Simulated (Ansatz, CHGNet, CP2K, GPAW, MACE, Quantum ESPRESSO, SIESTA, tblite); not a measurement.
# CP2K on random packing of 70AlN-30Al2O3 (mol %) (78 atoms): settings against a plane-wave reference, part 2 of 2

Wanted: CP2K inputs and outputs for random packing of 70AlN-30Al2O3 (mol %) (78 atoms), checked against a plane-wave reference.

Program: CP2K 2026.2; the method stands at each step. Banners, paths, timers and routine set-up lines are dropped from the logs unmarked, and long logs keep their key lines alone; longer cuts are marked.

So far. Step 2 (PBE, DZVP-MOLOPT-SR, 600/50 Ry, diagonalisation): Forces lie 2.3 % from the reference's, at 39 times its CPU time (on 4 against 6 cores). Step 3 (PBE, SZV-MOLOPT-SR, 600/50 Ry, diagonalisation): Against the first run (2.3 %), the force difference from the reference is 35 %, at 0.57 times the CPU time (on 2 against 4 cores), with 312 basis functions against 1014: the smaller basis costs accuracy.

## (4) PBE, DZVP-MOLOPT-SR, 840/50 Ry, diagonalisation

Method: Kohn-Sham DFT, PBE, GTH-PBE pseudopotentials, Gaussian and plane waves, DZVP-MOLOPT-SR-GTH, diagonalisation.

input.inp reads:

```
&GLOBAL
  PROJECT cell
  RUN_TYPE ENERGY_FORCE
  PRINT_LEVEL LOW
&END GLOBAL
&FORCE_EVAL
  METHOD QS
  STRESS_TENSOR ANALYTICAL
  &DFT
    BASIS_SET_FILE_NAME BASIS_MOLOPT
    POTENTIAL_FILE_NAME GTH_POTENTIALS
    &MGRID
      CUTOFF 840
      REL_CUTOFF 50
      NGRIDS 5
    &END MGRID
    &QS
      EPS_DEFAULT 1.0E-12
    &END QS
    &SCF
      SCF_GUESS ATOMIC
      EPS_SCF 1.0E-06
      MAX_SCF 200
      ADDED_MOS 14
      &DIAGONALIZATION
        ALGORITHM STANDARD
      &END DIAGONALIZATION
      &SMEAR ON
        METHOD FERMI_DIRAC
        ELECTRONIC_TEMPERATURE [K] 580
      &END SMEAR
      &MIXING
        METHOD BROYDEN_MIXING
        ALPHA 0.3
        NBROYDEN 8
      &END MIXING
      &PRINT
        &RESTART OFF
        &END RESTART
      &END PRINT
    &END SCF
    &XC
      &XC_FUNCTIONAL PBE
      &END XC_FUNCTIONAL
    &END XC
    &PRINT
      &MULLIKEN ON
      &END MULLIKEN
      &HIRSHFELD ON
        SHAPE_FUNCTION DENSITY
      &END HIRSHFELD
      &MO ON
        EIGENVALUES T
        OCCUPATION_NUMBERS T
        MO_INDEX_RANGE 161 184
        &EACH
          QS_SCF 0
        &END EACH
        ADD_LAST NUMERIC
      &END MO
    &END PRINT
  &END DFT
  &SUBSYS
    &CELL
      A 9.32240 0.00000 0.00000
      B 0.00000 9.32240 0.00000
      C 0.00000 0.00000 9.32240
    &END CELL
    &COORD
[... 78 atom lines left out: the same atoms as in the first run ...]
    &END COORD
    &KIND Al
      BASIS_SET DZVP-MOLOPT-SR-GTH-q3
      POTENTIAL GTH-PBE-q3
    &END KIND
    &KIND N
      BASIS_SET DZVP-MOLOPT-SR-GTH-q5
      POTENTIAL GTH-PBE-q5
    &END KIND
    &KIND O
      BASIS_SET DZVP-MOLOPT-SR-GTH-q6
      POTENTIAL GTH-PBE-q6
    &END KIND
  &END SUBSYS
  &PRINT
    &FORCES ON
    &END FORCES
    &STRESS_TENSOR ON
    &END STRESS_TENSOR
  &END PRINT
&END FORCE_EVAL
```

On the command line:

```sh
$ OMP_NUM_THREADS=1 mpirun -np 4 cp2k.psmp -i input.inp > output.txt
```

Numbers of over 12 decimals in the logs are rounded to 6 here.

What it wrote:

```text
CP2K| version string:                                       CP2K version 2026.2
 CP2K| Input file name                                                 input.inp
 GLOBAL| Basis set file name                                        BASIS_MOLOPT
 GLOBAL| Potential file name                                      GTH_POTENTIALS
 GLOBAL| Run type                                                   ENERGY_FORCE
 GLOBAL| Total number of message passing processes                             4
 GLOBAL| Number of threads for this process                                    1
 TOTAL NUMBERS AND MAXIMUM NUMBERS
  Total number of            - Atomic kinds:                                   3
                             - Atoms:                                         78
[... lines left out ...]
                        Smear method:                                FERMI_DIRAC
[... lines left out ...]
 Number of electrons:                                                        344
[... lines left out ...]
  Step     Update method      Time    Convergence         Total energy    Change
[... lines left out ...]
  *** SCF run converged in    37 steps ***
[... lines left out ...]
  Fermi energy:                                                 0.262988
  Total energy:                                              -644.976435
  Total energy (extrapolated to T->0):                       -644.972144
[... lines left out ...]
 MO| E(Fermi):            0.262988 a.u.          7.156264 eV
[... lines left out ...]
 !-----------------------------------------------------------------------------!
 !-----------------------------------------------------------------------------!
                           Hirshfeld Charges
  #Atom  Element  Kind  Ref Charge     Population                    Net charge
      1       Al     1       3.000          2.662                         0.338
      2       Al     1       3.000          2.718                         0.282
      3       Al     1       3.000          2.611                         0.389
[...]
77       O      3       6.000          6.134                        -0.134
     78       O      3       6.000          6.230                        -0.230
  Total Charge                                                           -0.000
 !-----------------------------------------------------------------------------!
 ENERGY| Total FORCE_EVAL ( QS ) energy [hartree]           -644.976437
 FORCES| Atomic forces [hartree/bohr]
 FORCES|   Atom     x               y               z               |f|
 FORCES|      1 -4.68548504E-03  7.64491479E-02  4.03295032E-02   8.65615088E-02
 FORCES|      2 -5.53175244E-03 -4.66129921E-02 -3.62403049E-02   5.93020321E-02
 FORCES|      3  2.76350164E-02  1.46745836E-02 -6.33199300E-02   7.06289676E-02
[...]
FORCES|     77  4.27863181E-02 -7.13925830E-03 -1.67624376E-02   4.65039498E-02
 FORCES|     78 -4.69274672E-02  2.95644343E-02  3.59845121E-02   6.61145072E-02
 FORCES| Sum    -3.50116128E-05  1.22491278E-04  6.52891541E-05
 FORCES| Total atomic force                                       1.43152366E-04
 STRESS| Analytical stress tensor [bar]
 STRESS|                        x                   y                   z
 STRESS|      x        7.41985390812E+04   5.81861010890E+03  -1.38436062816E+04
 STRESS|      y        5.81861010890E+03   1.10361713885E+05   6.55778619163E+03
 STRESS|      z       -1.38436062816E+04   6.55778619163E+03   1.24644697772E+05
 STRESS| 1/3 Trace                                             1.03068316913E+05
```

Elapsed: 4.5 min, on 4 MPI ranks of Intel Xeon at 2.30GHz, shared host; peak memory 5.3 GiB.

Compared with the plane-wave run:

| Property | Result |
| --- | --- |
| r.m.s. force component | 2.013 eV/Å |
| r.m.s. difference of force components | 43.13 meV/Å |
| longest difference of force vectors | 169.5 meV/Å |
| force difference over r.m.s. force | 2.13 % |
| slope of forces against the reference's | 0.994 |
| correlation of force components | 0.9998 |
| pressure | 10.31 GPa |
| pressure difference | -0.2517 GPa |
| energy less the same-level run's | 0.0184 meV/atom |
| r.m.s. force difference from the same-level run | 19.78 meV/Å |

Against the first run (2.3 %), the force difference from the reference is 2.1 %, at 1.3 times the CPU time.

## (5) PBE, DZVP-MOLOPT-SR, 300/50 Ry, diagonalisation

Method: Kohn-Sham DFT, PBE, GTH-PBE pseudopotentials, Gaussian and plane waves, DZVP-MOLOPT-SR-GTH, diagonalisation.

Changes to input.inp since step 4:

```diff
@@ -12,5 +12,4 @@
     &MGRID
-      CUTOFF 840
+      CUTOFF 300
       REL_CUTOFF 50
-      NGRIDS 5
     &END MGRID
@@ -68,5 +67,6 @@
     &END CELL
-    &COORD
-[... 78 atom lines left out: the same atoms as in the first run ...]
-    &END COORD
+    &TOPOLOGY
+      COORD_FILE_NAME structure.xyz
+      COORD_FILE_FORMAT XYZ
+    &END TOPOLOGY
     &KIND Al
```

structure.xyz reads:

```xyz
78

[... 78 atom lines left out: the same atoms as in the first run ...]
```

On the command line:

```sh
$ OMP_NUM_THREADS=2 cp2k.psmp -i input.inp > output.txt
```

What it wrote:

```text
CP2K| version string:                                       CP2K version 2026.2
 CP2K| Input file name                                                 input.inp
 GLOBAL| Basis set file name                                        BASIS_MOLOPT
 GLOBAL| Potential file name                                      GTH_POTENTIALS
 GLOBAL| Run type                                                   ENERGY_FORCE
 GLOBAL| Total number of message passing processes                             1
 GLOBAL| Number of threads for this process                                    2
[... lines left out ...]
                        Smear method:                                FERMI_DIRAC
[... lines left out ...]
 Number of electrons:                                                        344
[... lines left out ...]
  Step     Update method      Time    Convergence         Total energy    Change
[... lines left out ...]
  *** SCF run converged in    37 steps ***
[... lines left out ...]
  Fermi energy:                                                 0.262988
  Total energy:                                              -644.978205
  Total energy (extrapolated to T->0):                       -644.973914
[... lines left out ...]
 MO| E(Fermi):            0.262988 a.u.          7.156276 eV
[... lines left out ...]
     78       O      3       6.000          6.230                        -0.230
  Total Charge                                                           -0.000
 !-----------------------------------------------------------------------------!
 ENERGY| Total FORCE_EVAL ( QS ) energy [hartree]           -644.978207
 FORCES| Atomic forces [hartree/bohr]
 FORCES|   Atom     x               y               z               |f|
 FORCES|      1 -4.69582278E-03  7.64536228E-02  4.03468613E-02   8.65741093E-02
 FORCES|      2 -5.53579355E-03 -4.66177564E-02 -3.62483305E-02   5.93110588E-02
 FORCES|      3  2.76248178E-02  1.46577500E-02 -6.33186776E-02   7.06203591E-02
[...]
FORCES|     77  4.21449186E-02 -1.03747131E-02 -1.66866238E-02   4.65002393E-02
 FORCES|     78 -4.71821010E-02  2.99534316E-02  3.73405570E-02   6.72136587E-02
 FORCES| Sum    -2.19673848E-02  3.93149740E-03  8.25426281E-03
 FORCES| Total atomic force                                       2.37940228E-02
 STRESS| Analytical stress tensor [bar]
 STRESS|                        x                   y                   z
 STRESS|      x        7.47949914847E+04   5.82386355462E+03  -1.38134904926E+04
 STRESS|      y        5.82386355462E+03   1.11003392690E+05   6.57699675314E+03
 STRESS|      z       -1.38134904926E+04   6.57699675314E+03   1.25132386648E+05
 STRESS| 1/3 Trace                                             1.03643590274E+05
```

The job ended after 5.4 min (2 threads; peak memory 0.98 GiB).

Against the reference:

- r.m.s. force component: 2.007 eV/Å
- r.m.s. difference of force components: 66.27 meV/Å
- longest difference of force vectors: 231.9 meV/Å
- force difference over r.m.s. force: 3.272 %
- slope of forces against the reference's: 0.9903
- correlation of force components: 0.9995
- pressure: 10.36 GPa
- pressure difference: -0.1941 GPa
- energy less the same-level run's: -0.5992 meV/atom
- r.m.s. force difference from the same-level run: 54.46 meV/Å

This is a coarse setting, run to see what it loses.

Against the first run (2.3 %), the force difference from the reference is 3.3 %, at 0.72 times the CPU time (on 2 against 4 cores): the grid matters here.

The forces add up to 1.2 eV/Å instead of zero, usually a sign of too coarse a grid.

## (6) Another try, on a changed input

Changes to input.inp since step 5:

```diff
@@ -12,4 +12,5 @@
     &MGRID
-      CUTOFF 300
+      CUTOFF 600
       REL_CUTOFF 50
+      NGRIDS 5
     &END MGRID
@@ -21,3 +22,3 @@
       EPS_SCF 1.0E-06
-      MAX_SCF 200
+      MAX_SCF 50
       ADDED_MOS 14
@@ -67,8 +68,7 @@
     &END CELL
-    &TOPOLOGY
-      COORD_FILE_NAME structure.xyz
-      COORD_FILE_FORMAT XYZ
-    &END TOPOLOGY
+    &COORD
+[... 78 atom lines left out: the same atoms as in the first run ...]
+    &END COORD
     &KIND Al
-      BASIS_SET DZVP-MOLOPT-SR-GTH-q3
+      BASIS_SET QZV3P-MOLOPT-GTH
       POTENTIAL GTH-PBE-q3
```

On the command line:

```sh
$ OMP_NUM_THREADS=1 mpirun -np 4 cp2k.psmp -i input.inp > output.txt
```

What it wrote:

```text
CP2K| version string:                                       CP2K version 2026.2
 CP2K| Input file name                                                 input.inp
 GLOBAL| Basis set file name                                        BASIS_MOLOPT
 GLOBAL| Potential file name                                      GTH_POTENTIALS
 GLOBAL| Run type                                                   ENERGY_FORCE
 GLOBAL| Total number of message passing processes                             4
 GLOBAL| Number of threads for this process                                    1
 *   ___                                                                       *
 *  /   \                                                                      *
 * [ABORT]                                                                     *
 *  \___/  The requested basis set <QZV3P-MOLOPT-GTH> for element <Al> was not *
 *    |                 found in the basis set files <BASIS_MOLOPT>            *
 *  O/|                                                                        *
 * /| |                                                                        *
```

Run time: 0.99 s. Hardware: 4 MPI ranks; peak memory 0.68 GiB.

The program stopped at the start. The fault in the input: a basis that the file lacks (basis QZV3P-MOLOPT-GTH for Al).

## (7) All runs compared

Differences are against the plane-wave reference, forces as r.m.s. over components; share is that over the reference's r.m.s. force, slope the least-squares factor from reference forces to these. Total energies of different programs have different zeros and aren't compared.

```csv
run,"Δ force, r.m.s. (meV/Å)",share (%),slope,Δ pressure (GPa),cores,CPU time,memory (GiB)
reference,-,-,-,-,6,22 s,0.96
"CP2K PBE, DZVP-MOLOPT-SR, 600/50 Ry, diagonalisation",46.7,2.30,0.995,-0.251,4,14 min,3.4
"CP2K PBE, SZV-MOLOPT-SR, 600/50 Ry, diagonalisation (coarse)",707,34.9,0.927,22.2,2,8.1 min,2.2
"CP2K PBE, DZVP-MOLOPT-SR, 840/50 Ry, diagonalisation",43.1,2.13,0.994,-0.252,4,18 min,5.3
"CP2K PBE, DZVP-MOLOPT-SR, 300/50 Ry, diagonalisation (coarse)",66.3,3.27,0.990,-0.194,2,10 min,0.98
```

Rows marked coarse were listed beforehand as settings not expected to be converged; some can still land near the reference.

CPU time is summed over cores on a shared host, where runs went side by side, so it is rough. Symmetry, cutoffs, thresholds, outputs and thread counts weren't matched or tuned between programs; memory under MPI is the largest rank's times the ranks.

Mean charges by element (e), by run and scheme:

```csv
run,scheme,Al,N,O
reference,Löwdin,+0.88,-0.68,-0.60
"CP2K PBE, DZVP-MOLOPT-SR, 600/50 Ry, diagonalisation",Mulliken,+0.54,-0.44,-0.45
"CP2K PBE, DZVP-MOLOPT-SR, 600/50 Ry, diagonalisation",Hirshfeld,+0.28,-0.24,-0.23
"CP2K PBE, DZVP-MOLOPT-SR, 840/50 Ry, diagonalisation",Mulliken,+0.54,-0.44,-0.45
"CP2K PBE, DZVP-MOLOPT-SR, 840/50 Ry, diagonalisation",Hirshfeld,+0.28,-0.24,-0.23
```

The reference's Löwdin charges lack the electrons that the projection spills, 0.047 e an atom on average.

Within one program, basis, potentials and functional, energies share a zero. Each run against its twin at the usual cutoff or grid and solver:

```csv
run,twin,Δ energy (meV/atom),"Δ force, r.m.s. (meV/Å)",CPU time over the twin's
"CP2K PBE, DZVP-MOLOPT-SR, 840/50 Ry, diagonalisation","DZVP-MOLOPT-SR, 600/50 Ry, diagonalisation",0.0184,19.8,1.3
"CP2K PBE, DZVP-MOLOPT-SR, 300/50 Ry, diagonalisation","DZVP-MOLOPT-SR, 600/50 Ry, diagonalisation",-0.599,54.5,0.72 (this twin ran on 4 cores)
```

Further runs of this program without a result: CP2K GFN1-xTB, diagonalisation (not converged).

## (8) Results

```json
{
 "nearest in forces": "CP2K PBE, DZVP-MOLOPT-SR, 840/50 Ry, diagonalisation, 2.1 %",
 "its CPU time": "18 min"
}
```

The PBE runs in local orbitals, coarse settings apart, differ by 2.1 % (CP2K PBE, DZVP-MOLOPT-SR, 840/50 Ry, diagonalisation) to 2.3 % (CP2K PBE, DZVP-MOLOPT-SR, 600/50 Ry, diagonalisation); basis, grid and potentials can all enter. Runs with settings chosen to be coarse differ by 3.3 % (CP2K PBE, DZVP-MOLOPT-SR, 300/50 Ry, diagonalisation) to 35 % (CP2K PBE, SZV-MOLOPT-SR, 600/50 Ry, diagonalisation), their programs' other errors included. None of the electronic-structure runs in the table takes under half the reference's CPU time of 22 s; they take 22 to 49 times as much. In pressure, CP2K PBE, SZV-MOLOPT-SR, 600/50 Ry, diagonalisation misses by +22.2 GPa, at the same functional. Charges hang on scheme and program or settings: among these rows the mean for Al runs from +0.28 to +0.88 e. The reference's stress is far from hydrostatic: its diagonal is 7.7, 11.3, 12.7 GPa, compression counted positive. The reference's pressure of 11 GPa belongs to a cell and atoms that aren't relaxed at this level. The electronic-structure runs sample only Γ, in a cell whose shortest periodic width is 9 Å, which is coarse for a cell with partly filled levels.

[Also dropped from logs without a mark: logging warnings of Python, and SIESTA's first energy breakdown and zero terms.]

[Logs are printed without paths, hosts, clocks, repeated set-up lines and the standing remarks that a program may print on its own settings, such as how far it seeks lower states.]

[Hosts, paths, dates, database ids (printed as entryN), source tags and the programs' standing remarks are cut or masked in the printed files.]
